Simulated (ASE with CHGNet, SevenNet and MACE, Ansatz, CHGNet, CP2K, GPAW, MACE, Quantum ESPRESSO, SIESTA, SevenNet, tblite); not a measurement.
**Machine-learned potentials on H16C6Br2N2O (Pca2_1) (108 atoms): settings against a plane-wave reference**

How do the settings of machine-learned potentials change the result for H16C6Br2N2O (Pca2_1) (108 atoms)? A plane-wave run serves as the yardstick.

Method: the method is named at each step, in ASE with CHGNet, SevenNet and MACE.

### Step 1. The starting structure

The cell holds 108 atoms: 64 H, 24 C, 8 Br, 8 N and 4 O. Cell: a = 12.383 Å, b = 8.319 Å, c = 9.881 Å, α = 90.0°, β = 90.0°, γ = 90.0°. It derives from H16C6Br2N2O (Pca2_1), repeated 1×1×1. H16C6Br2N2O, space group Pca2_1, structure from the Crystallography Open Database, 1 x 1 x 1 conventional cells; every coordinate displaced by a Gaussian of 0.02 Å; bonds to H set to neutron lengths (C-H 1.089, N-H 1.015, O-H 0.983, B-H 1.19 Å) where the listed ones are shorter. Then every atom was moved at random, 0.03 Å r.m.s. a Cartesian component (hydrogen 0.6 of that).

The yardstick, on the same geometry:

| Property | Result |
| --- | --- |
| method | Kohn-Sham DFT, PBE, SSSP efficiency 1.3.0 pseudopotentials, plane waves (Quantum ESPRESSO 7.5); sssp-pbe-1.3.0-efficiency, cutoffs 60/480 Ry, Γ point |
| r.m.s. force component | 1.288 eV/Å |
| longest force | 6.804 eV/Å |
| pressure | 3.086 GPa |
| gap (highest filled to lowest empty level) | 4.744 eV |
| time | 2.1 min on 2 MPI ranks of Arm Neoverse V1, shared host |
| CPU time | 4.3 min |

### Step 2. CHGNet 0.3.0 potential

Method: machine-learned interatomic potential CHGNet 0.3.0, trained on PBE(+U) plane-wave data.

Contents of run.py:

```python
import numpy as np
from ase.io import read
import mlip  # loads the published weights by name

atoms = read("structure.xyz")
atoms.calc = mlip.calc("chgnet-0.3.0")
energy = atoms.get_potential_energy()
forces = atoms.get_forces()
print(f"energy {energy:.6f} eV")
print("forces (eV/A)")
for i, (a, f) in enumerate(zip(atoms, forces)):
    print(f"{i:4d} {a.symbol:2s} {f[0]:10.5f} {f[1]:10.5f} {f[2]:10.5f}")
stress = -atoms.get_stress(voigt=False) * 160.21766
print("stress (GPa, compression positive)")
for row in stress:
    print(" ".join(f"{x:10.4f}" for x in row))
```

Contents of structure.xyz:

```xyz
108
Lattice="12.38280 0.00000 0.00000 0.00000 8.31850 0.00000 0.00000 0.00000 9.88060" Properties=species:S:1:pos:R:3 pbc="T T T"
H 2.74205 6.14729 1.84797
H 9.70675 2.20124 6.81514
H 8.92812 2.24708 1.87208
H 3.47189 6.15927 6.83253
H 1.16869 5.66889 1.14753
H 11.23058 2.58622 6.04554
H 7.39488 2.68388 1.12530
H 4.93133 5.65916 6.09584
H 1.76046 3.97242 2.63792
H 10.63905 4.35174 7.63039
H 7.94109 4.33211 2.67349
H 4.43118 3.95969 7.69541
H 2.08564 5.14932 3.95431
H 10.31822 3.19231 8.90499
H 8.28446 3.23299 3.97348
H 4.06614 5.13925 8.93295
H 11.80997 5.28824 2.82931
H 0.49940 3.02053 7.81289
H 5.66501 2.98959 2.86014
H 6.75618 5.30279 7.82603
H 12.10877 3.90853 3.64298
H 0.25026 4.46429 8.56638
H 5.93223 4.43925 3.62262
H 6.40773 3.87559 8.53605
H 0.46745 5.34297 5.58728
H 11.90656 3.00564 0.63354
H 6.66405 2.98318 5.59943
H 5.70315 5.31993 0.64589
H 11.19232 5.01131 5.23958
H 1.24682 3.28556 0.31065
H 4.93120 3.30769 5.25431
H 7.39748 5.00890 0.29662
H 11.58089 7.26837 3.78881
H 0.82643 1.03025 8.76992
H 5.35729 1.04306 3.80759
H 7.01882 7.22628 8.70659
H 10.88782 7.20981 5.41971
H 1.51305 1.06984 0.43603
H 4.70398 1.10902 5.36428
H 7.71399 7.22395 0.45569
H 0.22945 0.56158 5.16993
H 12.16090 7.75342 0.18091
H 6.45181 7.70576 5.08288
H 5.99749 0.52997 0.19564
H 0.58335 7.76881 6.30086
H 11.77456 0.53721 1.37311
H 6.77624 0.57581 6.33722
H 5.61770 7.83553 1.37637
H 2.18569 6.70887 4.86936
H 10.15575 1.65289 9.79563
H 8.39938 1.64839 4.83458
H 3.97067 6.67601 9.78011
H 2.55395 0.04875 5.25016
H 9.81015 8.31592 0.33792
H 8.77730 8.23057 5.27832
H 3.63299 0.04076 0.34345
[... 48 atom lines left out ...]
O 1.10281 7.35988 2.41116
O 11.19975 0.99464 7.36599
O 7.29892 1.09621 2.40869
O 5.01479 7.28867 7.29287
```

On the command line:

```console
> OMP_NUM_THREADS=1 python run.py > output.txt
```

Output:

```text
CHGNet v0.3.0 initialized with 412,525 parameters
CHGNet will run on cpu
energy -572.835632 eV
forces (eV/A)
   0 H    -0.16987   -0.07402   -0.08410
   1 H    -0.37219    0.43118   -0.36237
   2 H     1.42073   -0.38626   -0.16386
   3 H    -1.91932   -0.30204   -0.39014
   4 H    -0.77501    0.00025   -1.39173
   5 H     1.31443    0.36406   -2.19076
   6 H     0.17722   -0.63136    0.44431
   7 H     1.23933   -0.59740   -2.17458
   8 H    -0.02576    0.14029    0.15944
   9 H     0.16371    0.20150   -0.14862
  10 H     0.00525    0.93117   -0.34434
  11 H    -0.59002   -1.84480   -0.74282
  12 H     0.13250   -0.32327    0.01194
  13 H     0.18995    0.19723   -0.52270
  14 H     0.00988    0.24119    0.04268
  15 H    -0.14066   -0.24584    0.34370
  16 H    -0.35751   -0.18754   -0.38696
  17 H     1.82143   -0.48311   -1.78527
  18 H    -0.96478   -0.03086   -0.70188
  19 H     0.05100   -0.61328   -0.45012
  20 H    -0.55505   -2.71630   -0.05969
  21 H     0.37768    0.53516   -0.02743
  22 H    -0.43614    0.89107    0.00755
  23 H     1.35999   -4.56416    0.16052
[...]
100 N    -2.02701   -0.40796   -0.34739
 101 N    -0.65582   -3.79229    0.01271
 102 N     0.70205   -2.32082   -3.43354
 103 N     0.02221    0.41986    4.62184
 104 O    -0.55296   -1.87192   -1.12390
 105 O     2.32264    0.84428   -1.47102
 106 O     0.14206   -1.82751    0.52155
 107 O     1.54706   -0.09487    0.19985
stress (GPa, compression positive)
    2.0171     0.5632    -0.2005
    0.5632     2.7525     0.1058
   -0.2005     0.1058     2.3783
```

The job ended after 6.8 s (1 thread of Arm Neoverse V1, shared host; peak memory 2.4 GiB).

Banners, paths, timers and routine set-up lines are dropped from the logs unmarked, and long logs keep their key lines alone; longer cuts are marked.

Compared with the plane-wave run:

```yaml
r_m_s_force_component: 1.197 eV/Å
r_m_s_difference_of_force_components: 186.4 meV/Å
longest_difference_of_force_vectors: 1682 meV/Å
force_difference_over_r_m_s_force: 14.47 %
slope_of_forces_against_the_reference_s: 0.921
correlation_of_force_components: 0.9915
pressure: 2.383 GPa
pressure_difference: -0.7034 GPa
```

Length of the force difference by element (eV/Å):

| element | atoms | mean | most |
| --- | --- | --- | --- |
| Br | 8 | 0.082 | 0.16 |
| C | 24 | 0.38 | 0.99 |
| H | 64 | 0.14 | 0.43 |
| N | 8 | 0.25 | 0.41 |
| O | 4 | 0.92 | 1.7 |

Local excerpt of 11 atoms (numbers count through the whole input) about H46, picked at random; x, y, z are measured from there.

| atom | x | y | z | distance (Å) | bonds | Fx | Fy | Fz (eV/Å) |
| --- | --- | --- | --- | --- | --- | --- | --- | --- |
| H46 | 0.00 | 0.00 | 0.00 | 0.00 | 1 | -0.42 | 0.24 | 0.72 |
| N102 | 0.08 | -0.06 | -1.02 | 1.02 | 4 | -0.66 | -3.79 | 0.01 |
| H42 | 0.39 | -1.10 | -1.19 | 1.67 | 1 | -0.49 | 1.46 | 0.23 |
| C78 | 1.16 | 0.72 | -1.45 | 1.99 | 4 | 3.05 | 2.06 | -2.44 |
| C82 | -1.29 | 0.06 | -1.67 | 2.11 | 4 | -0.13 | 1.69 | 2.91 |
| H54 | -1.96 | -0.54 | -1.04 | 2.29 | 1 | 0.30 | -0.18 | -0.38 |
| H38 | 2.12 | 0.53 | -0.94 | 2.38 | 1 | -0.53 | -0.46 | 0.64 |
| Br91 | -0.37 | 1.33 | 1.97 | 2.41 | 0 | -0.07 | -0.15 | 0.05 |
| H50 | -1.62 | 1.12 | -1.46 | 2.45 | 1 | 0.18 | -0.71 | -0.44 |
| O105 | 1.71 | -1.50 | 1.04 | 2.50 | 2 | -0.55 | -1.87 | -1.12 |
| H26 | 0.13 | 2.47 | -0.74 | 2.58 | 1 | 1.10 | -0.07 | -0.33 |

Atoms are counted from 1 here, from 0 in the log.

Forces lie 14 % from the reference's, at 0.018 times its CPU time (on 1 against 2 cores).

### Step 3. SevenNet l3i5 potential

Method: machine-learned interatomic potential SevenNet l3i5, trained on PBE(+U) plane-wave data.

run.py, as its differences from that of step 2:

```diff
@@ -5,3 +5,3 @@
 atoms = read("structure.xyz")
-atoms.calc = mlip.calc("chgnet-0.3.0")
+atoms.calc = mlip.calc("7net-l3i5")
 energy = atoms.get_potential_energy()
```

structure.xyz is that of step 2.

Output:

```text
energy -562.316223 eV
forces (eV/A)
   0 H    -0.17685   -0.15264   -0.00602
   1 H    -0.39749    0.58158   -0.35785
   2 H     1.36896   -0.23910   -0.05516
   3 H    -1.95060   -0.39693   -0.28927
   4 H    -0.79124    0.23025   -1.45345
   5 H     1.38217    0.20389   -2.30943
   6 H     0.28613   -0.79041    0.43380
   7 H     1.23675   -0.48308   -2.30023
   8 H    -0.02856    0.10285    0.24656
   9 H     0.19397    0.27421   -0.06336
  10 H    -0.01382    0.98529   -0.30328
  11 H    -0.64471   -1.85302   -0.67994
  12 H     0.09602   -0.41586   -0.03622
  13 H     0.22681    0.22824   -0.60476
  14 H     0.01403    0.27190    0.04603
  15 H    -0.17540   -0.31260    0.29441
  16 H    -0.44781   -0.24756   -0.44861
  17 H     1.89143   -0.41603   -1.80772
  18 H    -1.10324    0.01826   -0.70916
  19 H     0.20645   -0.65679   -0.56036
  20 H    -0.51892   -2.59635   -0.02222
  21 H     0.46050    0.53121    0.06957
  22 H    -0.46177    0.85964    0.04295
  23 H     1.39306   -4.46476    0.23698
[...]
100 N    -2.06687   -0.36466   -0.21719
 101 N    -0.64656   -3.88268    0.02836
 102 N     0.73018   -2.21454   -3.57107
 103 N     0.03319    0.13328    4.89707
 104 O    -0.94693   -2.52650   -1.97952
 105 O     3.48182    1.55480   -2.60935
 106 O     0.16954   -2.31846    0.51176
 107 O     1.71421   -0.17962   -0.13694
stress (GPa, compression positive)
    2.6324     0.8036    -0.1670
    0.8036     3.7352     0.0339
   -0.1670     0.0339     3.1821
```

Wall time 14 s (1 thread); peak memory 2.2 GiB.

Numbers from this run, and their distance from the reference:

```
r.m.s. force component                  : 1.266 eV/Å
r.m.s. difference of force components   : 99.25 meV/Å
longest difference of force vectors     : 546.3 meV/Å
force difference over r.m.s. force      : 7.705 %
slope of forces against the reference's : 0.9798
correlation of force components         : 0.9971
pressure                                : 3.183 GPa
pressure difference                     : 0.0972 GPa
```

Against the first run (14 %), the force difference from the reference is 7.7 %, at 2.5 times the CPU time.

### Step 4. MACE MPA-0 medium potential

Method: machine-learned interatomic potential MACE MPA-0 medium, trained on PBE(+U) plane-wave data.

run.py, as its differences from that of step 3:

```diff
@@ -5,3 +5,3 @@
 atoms = read("structure.xyz")
-atoms.calc = mlip.calc("7net-l3i5")
+atoms.calc = mlip.calc("mace-mpa-0-medium")
 energy = atoms.get_potential_energy()
```

structure.xyz is that of step 3.

Output:

```text
energy -561.170026 eV
forces (eV/A)
   0 H    -0.16528   -0.09587   -0.08745
   1 H    -0.43099    0.35830   -0.38175
   2 H     1.35319   -0.26864   -0.11072
   3 H    -1.97297   -0.27799   -0.31403
   4 H    -0.77725    0.15617   -1.49298
   5 H     1.39847    0.29584   -2.26144
   6 H     0.25592   -0.67413    0.35413
   7 H     1.27159   -0.59521   -2.28163
   8 H     0.01552    0.16080    0.21328
   9 H     0.13841    0.18296   -0.14392
  10 H     0.05394    0.88682   -0.34224
  11 H    -0.71636   -1.78300   -0.72836
  12 H     0.06704   -0.38139    0.00136
  13 H     0.27583    0.21432   -0.57110
  14 H    -0.04187    0.23992    0.04413
  15 H    -0.10034   -0.29624    0.32187
  16 H    -0.41528   -0.29910   -0.33729
  17 H     1.93715   -0.40182   -1.70363
  18 H    -1.07496    0.06836   -0.66016
  19 H     0.16470   -0.68315   -0.42022
  20 H    -0.50653   -2.65084   -0.09087
  21 H     0.42149    0.58057   -0.01198
  22 H    -0.47055    0.95144    0.00863
  23 H     1.40257   -4.53260    0.20037
[...]
100 N    -2.16160   -0.29511   -0.19324
 101 N    -0.83424   -3.99372    0.14022
 102 N     0.78272   -2.31201   -3.35195
 103 N    -0.01940    0.43301    4.81053
 104 O    -0.65155   -2.42120   -1.60807
 105 O     2.96098    1.42302   -2.25546
 106 O     0.17239   -2.31618    0.71379
 107 O     1.43849    0.01603    0.14650
stress (GPa, compression positive)
    4.5017     0.7804    -0.1597
    0.7804     4.8974    -0.0385
   -0.1597    -0.0385     4.8139
```

It took 8.6 s on 1 thread; peak memory 1.4 GiB.

Against the reference:

```
r.m.s. force component                  : 1.247 eV/Å
r.m.s. difference of force components   : 99.38 meV/Å
longest difference of force vectors     : 582 meV/Å
force difference over r.m.s. force      : 7.715 %
slope of forces against the reference's : 0.9659
correlation of force components         : 0.9974
pressure                                : 4.738 GPa
pressure difference                     : 1.652 GPa
```

Against the first run (14 %), the force difference from the reference is 7.7 %, at 1.8 times the CPU time.

### Step 5. All runs compared

Differences are against the plane-wave reference, forces as r.m.s. over components; share is that over the reference's r.m.s. force, slope the least-squares factor from reference forces to these. Total energies of different programs have different zeros and aren't compared.

| run | Δ force, r.m.s. (meV/Å) | share (%) | slope | Δ pressure (GPa) | cores | CPU time | memory (GiB) |
| --- | --- | --- | --- | --- | --- | --- | --- |
| reference | - | - | - | - | 2 | 4.3 min | 2.6 |
| CHGNet 0.3.0 potential | 186 | 14.5 | 0.921 | -0.703 | 1 | 4.7 s | 2.4 |
| SevenNet l3i5 potential | 99.2 | 7.70 | 0.980 | 0.0972 | 1 | 12 s | 2.2 |
| MACE MPA-0 medium potential | 99.4 | 7.72 | 0.966 | 1.65 | 1 | 8.5 s | 1.4 |

Times of the machine-learned potentials are mostly Python's start and the loading of weights.

CPU time is summed over cores on a shared host, where runs went side by side, so it is rough. Symmetry, cutoffs, thresholds, outputs and thread counts weren't matched or tuned between programs; memory under MPI is the largest rank's times the ranks.

### Step 6. Outcome

```yaml
nearest_in_forces: a tie at 7.7 % of 2 runs: SevenNet l3i5 potential; MACE MPA-0 medium potential
```

In words: Machine-learned potentials differ by 7.7 % (SevenNet l3i5 potential) to 14 % (CHGNet 0.3.0 potential); they were trained on other programs' data. The reference's pressure holds the uncorrected Pulay stress of its 60 Ry basis, so small pressure differences, and their order, may be the reference's own error. Machine-learned potentials mimic data converged in k, so the reference's own k-point error enters their differences. The reference's PBE has no dispersion term, which matters for the binding between molecules or layers. The published positions, changed by the recipe (random displacements or longer bonds to H), lie far from the minimum at this level of theory. The reference's pressure of 3.1 GPa belongs to a cell and atoms that aren't relaxed at this level. The electronic-structure runs sample only Γ, in a cell whose shortest periodic width is 8 Å.

[Also dropped from logs without a mark: logging warnings of Python, and SIESTA's first energy breakdown and zero terms.]

[Logs are printed without paths, hosts, clocks, repeated set-up lines and the standing remarks that a program may print on its own settings, such as how far it seeks lower states.]

[Hosts, paths, dates, database ids (printed as entryN), source tags and the programs' standing remarks are cut or masked in the printed files.]
